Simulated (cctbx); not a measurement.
**Resonant diffraction in YbN2**

Space group P6/mmm (no. 191), a = 3.3800 Å, b = 3.3800 Å, c = 4.0220 Å, α = 90.00°, β = 90.00°, γ = 120.00°.

```
atom  mult.    x    y    z  Ueq (Å²)
 Yb1      1    0    0    0    0.0041
  N1      2  2/3  1/3  1/2    0.0097
```

This is a model crystal, built by substitution and not relaxed, with assumed displacement parameters.

Calculated with cctbx: free-atom f′ and f″ from the Sasaki tables, no fine structure; amplitudes in electrons.

```csv
E (eV),F 0 0 1,F 1 0 1,F 2 0 1,F 2 1 0
8344,44.2,53.7,40.6,30.6
8694,42.3,51.9,38.8,28.8
8824,40.7,50.3,37.3,27.3
8884,39.3,48.9,35.9,26.0
8914,37.9,47.5,34.5,24.7
8929,36.4,46.0,33.1,23.3
8936,35.1,44.7,31.9,22.1
8940,33.7,43.3,30.5,20.7
8948,34.9,44.2,31.8,22.5
8952,36.4,45.7,33.2,23.9
8959,37.7,47.0,34.4,25.0
8974,39.2,48.5,35.8,26.4
9004,40.6,50.0,37.2,27.7
9094,42.4,51.8,39.0,29.3
9344,44.1,53.5,40.6,30.8
```

**Question.** Which edge is crossed, and why do the reflections move as they do?

The L3 edge of Yb. The edge is at 8944 eV. f′ of Yb falls from -12.1 e at 8824 eV to -19.2 e at 4 eV below it, and f″ steps from 3.74 to 10.53 e across it. Over that approach |F| changes by -17 % (0 0 1), -14 % (1 0 1), -18 % (2 0 1) and -24 % (2 1 0): a reflection falls where Yb scatters in phase with the total and rises where it scatters against it; it hardly moves where the Yb term is small or cancels by symmetry. Above the edge the larger f″ enters the imaginary part, where it can add to or cancel the other atoms' f″. The structure is centrosymmetric, so Friedel mates stay equal.

[Logs are printed without paths, hosts, clocks, repeated set-up lines and the standing remarks that a program may print on its own settings, such as how far it seeks lower states.]
